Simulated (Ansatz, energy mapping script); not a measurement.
# ScNiO2 in the infinite layer structure: energy mapping under PBEsol+U (5.7 eV), part 3 of 3

Wanted: the magnetic order of ScNiO2 in the infinite layer structure, its couplings and an estimate of its ordering temperature, by PBEsol+U (5.7 eV).

PBEsol with U = 5.7 eV on Ni d, ortho-atomic projectors; plane waves, U on orthogonalised atomic orbitals unless named otherwise, collinear spin, no spin–orbit coupling.

So far. Step 8 (Parallel start in cell C (8 atoms)): The run ends ferromagnetic. For each magnetic atom its energy differs from the parallel run of the first cell by 0.55 meV, an error that one common reference would have brought in. Step 9 (Compensated +− start in cell C (8 atoms)): The run ends antiferromagnetic, 169.55 meV a magnetic atom above the parallel order of its cell (energies taken at zero occupation width, not the printed F).

### Step 10. Run 7 (parallel; cell D, 8 atoms)

A new cell needs its own zero of energy.

This run holds the same structure in another cell (a 4.718 → 2.839 Å, b 4.718 → 5.329 Å, c 4.718 → 5.329 Å, α 106.0 → 90.0°, β 111.2 → 90.0°, γ 111.2 → 90.0°).

Contents of input.yaml:

```yaml
crystal:
  lattice:
    - [0.0, 0.0, -2.839072002]
    - [3.768207841, 3.768207841, 0.0]
    - [3.768207841, -3.768207841, 0.0]
  atoms:
    - { symbol: Sc, position: [0.5, 0.5, 0.0] }
    - { symbol: Sc, position: [0.5, 0.0, 0.5] }
    - { symbol: Ni, position: [0.0, 0.0, 0.0], spin: 2.0 }
    - { symbol: Ni, position: [0.0, 0.5, 0.5], spin: 2.0 }
    - { symbol: O, position: [0.0, 0.25, 0.25] }
    - { symbol: O, position: [0.0, 0.75, 0.75] }
    - { symbol: O, position: [0.0, 0.25, 0.75] }
    - { symbol: O, position: [0.0, 0.75, 0.25] }
magnetization:
  spin_polarized: true
kpoints:
  mp_grid: { grid: [13, 7, 7] }
hamiltonian:
  xc: pbesol
  hubbard:
    sites:
      - { species: Ni, l: d, u_eff: 5.7 }
      - { site: 2, l: d, u_eff: 5.7, starting_ns: [{ spin: up, occupation_matrix: ni2_major }, { spin: down, occupation_matrix: ni2_minor }] }
      - { site: 3, l: d, u_eff: 5.7, starting_ns: [{ spin: up, occupation_matrix: ni2_major }, { spin: down, occupation_matrix: ni2_minor }] }
    projectors: ortho-atomic
    occupation_matrices:
      ni2_major:
        matrix:
          - [0.926, 0.0, 0.0, 0.0, 0.0]
          - [0.0, 0.979, 0.0, 0.0, 0.0]
          - [0.0, 0.0, 0.979, 0.0, 0.0]
          - [0.0, 0.0, 0.0, 0.879, 0.0]
          - [0.0, 0.0, 0.0, 0.0, 0.983]
      ni2_minor:
        matrix:
          - [0.9, 0.0, 0.0, 0.0, 0.0]
          - [0.0, 0.973, 0.0, 0.0, 0.0]
          - [0.0, 0.0, 0.973, 0.0, 0.0]
          - [0.0, 0.0, 0.0, 0.186, 0.0]
          - [0.0, 0.0, 0.0, 0.0, 0.979]
scf:
  occupations: { method: fermi_dirac, width: 0.05 }
output:
  eigenvalues: true
```

Command:

```console
> ansatz run input.yaml --threads 4 --pin off --max-ram 8192MiB --backend cpu --events-out ev --progress --plain --runs-dir out
```

Numbers of over 12 decimals in the logs are rounded to 6 here.

Output:

```text
[...]
Crystal: 8 atoms, lattice volume = 80.626 Å³
Basis set: ecut = 420 eV, 1577 PW (Γ)
Bands: 52, of which v1, the nominal top of the filled ones, is band 41 counted from 1 (40 counted from 0)
Symmetry: 32 space group operations
[...]
k-points: 70 of 637
[...]
Starting moments: Σ|m| = 4 μB on 2 of 8 sites
[...]
k-point 1 ↑: bands = [... 37 lower, 11.7613, 11.7779, 12.6425, 12.6821, 13.4892, 15.1284, 15.7406, 16.1888, ... 7 higher]
  k-point 2 ↑: bands = [... 37 lower, 12.0472, 12.4618, 12.6073, 12.6089, 13.7732, 14.8764, 15.1410, 16.2329, ... 7 higher]
  k-point 69 ↓: bands = [... 37 lower, 12.4732, 13.3455, 13.3728, 16.1099, 16.3050, 16.3564, 16.4616, 17.0258, ... 7 higher]
Occupation matrices written to <dir>
[key lines of the parts left out:]
SCF converged after 14 iterations
Magnetization: 1.4723 μB (41.7362 up, 40.2638 down)
Free energy (F): -18078.065394 eV
Fermi energy:    14.406283 eV
```

Elapsed: 16 s, on 4 threads of Arm Neoverse V1, shared host; peak memory 0.81 GiB.

The run ends ferromagnetic. For each magnetic atom its energy differs from the parallel run of the first cell by 2.84 meV, an error that one common reference would have brought in.

### Step 11. Order 8: compensated +−, cell D of 8 atoms

This order reverses 0 of the 2 neighbours at 2.84 Å, 4 of the 4 neighbours at 3.77 Å and 8 of the 8 neighbours at 4.72 Å, counted for an average magnetic atom.

Edit input.yaml of step 10 so:

```diff
@@ -9,3 +9,3 @@
     - { symbol: Ni, position: [0.0, 0.0, 0.0], spin: 2.0 }
-    - { symbol: Ni, position: [0.0, 0.5, 0.5], spin: 2.0 }
+    - { symbol: Ni, position: [0.0, 0.5, 0.5], spin: -2.0 }
     - { symbol: O, position: [0.0, 0.25, 0.25] }
@@ -24,3 +24,3 @@
       - { site: 2, l: d, u_eff: 5.7, starting_ns: [{ spin: up, occupation_matrix: ni2_major }, { spin: down, occupation_matrix: ni2_minor }] }
-      - { site: 3, l: d, u_eff: 5.7, starting_ns: [{ spin: up, occupation_matrix: ni2_major }, { spin: down, occupation_matrix: ni2_minor }] }
+      - { site: 3, l: d, u_eff: 5.7, starting_ns: [{ spin: up, occupation_matrix: ni2_minor }, { spin: down, occupation_matrix: ni2_major }] }
     projectors: ortho-atomic
```

Output:

```text
[...]
Crystal: 8 atoms, lattice volume = 80.626 Å³
Basis set: ecut = 420 eV, 1577 PW (Γ)
Bands: 52, of which v1, the nominal top of the filled ones, is band 41 counted from 1 (40 counted from 0)
Symmetry: 16 space group operations
[...]
k-points: 70 of 637
[...]
Starting moments: Σ|m| = 4 μB on 2 of 8 sites
[...]
k-point 1 ↑: bands = [... 37 lower, 12.0264, 12.8610, 12.9034, 13.3360, 13.4463, 15.0413, 16.1315, 16.3745, ... 7 higher]
  k-point 2 ↑: bands = [... 37 lower, 12.1454, 12.6977, 12.8538, 13.5796, 13.7204, 14.7887, 16.1718, 16.5504, ... 7 higher]
  k-point 69 ↓: bands = [... 37 lower, 12.2476, 12.2863, 12.7410, 14.5990, 16.0035, 16.1896, 16.2593, 16.3941, ... 7 higher]
Occupation matrices written to <dir>
[key lines of the parts left out:]
SCF converged after 31 iterations
Magnetization: 0.0000 μB (41.0000 up, 41.0000 down)
Free energy (F): -18077.802544 eV
Fermi energy:    14.105760 eV
```

Elapsed: 16 s, on 4 threads; peak memory 0.79 GiB.

The run ends antiferromagnetic, 130.75 meV a magnetic atom above the parallel order of its cell (energies taken at zero occupation width, not the printed F).

### Step 12. Mapping onto a Heisenberg model

Each energy difference is a sum of couplings weighted by the pairs that the order reverses. A few near shells are fitted to the differences by least squares. Energies are those extrapolated to zero occupation width, not the free energies F.

The orders that converged (zero: parallel moments in the same cell):

```
                   order  atoms  energy (meV a magnetic atom)  moments (μB)  moments kept as typed  opposed neighbours at 2.84, 3.77, 4.72 Å
      parallel in cell A      8                          0.00          0.73                    yes                                   0, 0, 0
compensated +− in cell A      8                         -0.10          0.74                    yes                                   2, 0, 8
      parallel in cell B      8                          0.00          0.73                    yes                                   0, 0, 0
compensated +− in cell B      8                         95.75          0.72                    yes                                   0, 2, 4
      parallel in cell C      8                          0.00          0.73                    yes                                   0, 0, 0
compensated +− in cell C      8                        169.55          0.76                    yes                                   2, 4, 0
      parallel in cell D      8                          0.00          0.73                    yes                                   0, 0, 0
compensated +− in cell D      8                        130.75          0.99                    yes                                   0, 4, 8
```

The Heisenberg fit (each pair counts twice, positive J is ferromagnetic):

```
 pair  distance (Å)  neighbours  J (meV)
Ni–Ni          2.84           2     3.32
Ni–Ni          3.77           4     19.5
Ni–Ni          4.72           8   -0.836
```

These orders cannot tell some unfitted shells from fitted ones: the value at 3.77 Å holds J(3.77) + 2 J(6.81); other unfitted shells add to the values wholly or in part.

Adding the shell at 5.33 Å gives 4.8, 19, -1.2 and 3.8 meV, an exact solve that tests nothing.

Limits of this fit: moments change by up to 36 % between orders; it misses the energies by up to 24 meV, so no temperature is drawn; the parallel runs differ by 2.9 meV between cells, so mesh or basis is not converged.

### Step 13. What came out

| Quantity | Value |
| --- | --- |
| lowest order tried | compensated +− in cell A |
| largest fitted value (a combination of shells), Ni–Ni at 3.77 Å | 19.5 meV |

In words: Of the orders tried, ScNiO2 in the infinite layer structure prefers the order “compensated +− in cell A” under PBEsol+U (5.7 eV), with 2 of 2 neighbours at 2.84 Å, 0 of 4 neighbours at 3.77 Å and 8 of 8 neighbours at 4.72 Å opposed. The margin is only 0.10 meV a magnetic atom, within reach of the numerical errors of such runs. The largest fitted value is 20 meV, at 3.77 Å. It is a combination of shells that these orders cannot split, so neither its size nor its sign can be laid on that pair alone. The orders also reverse pairs at 5.33 Å, which are not fitted, so the fitted values hold their part too. No fitted order reverses the pairs at 5.68 Å, so their coupling is unknown and is set to zero in the model. With 4 differences for 3 couplings the fit misses by 24 meV at most, which is not small: farther shells, terms beyond the Heisenberg form or the mesh can cause that. In the fitted orders moments change by up to 36 % against the parallel run of the same cell, so a model of fixed spins is doubtful here. Every order is gapless on its mesh at this level. In a metal exchange reaches farther, and a short model of fixed moments is less apt; where the compound is in fact an insulator, these couplings come from a wrongly metallic state. The fit is in doubt: the parallel runs differ by 2.9 meV between cells, so mesh or basis is not converged. The couplings are then rough, the small ones most of all. The cell was built from a prototype and relaxed; a distortion that needs a larger cell, or another structure that the compound may prefer, is not captured.

27 further runs of the session are left out of this account and of its counts and ranges: runs hit by known faults of a program or its files, repeats, responses too ill-conditioned to give a U, cells squeezed past sense, harmless faults, or fits whose shells could not be counted again from the structure.

[Logs and program files are shortened in this print: banners, set-up blocks, solver, clock and traceback lines can be left out without a mark of their own.]

[Logs are printed without paths, hosts, clocks, repeated set-up lines and the standing remarks that a program may print on its own settings, such as how far it seeks lower states.]

[Hosts, paths, dates, database ids (printed as entryN), source tags and the programs' standing remarks are cut or masked in the printed files.]

[Where a cell is said to come from a database of computed structures, the database is the Materials Project.]
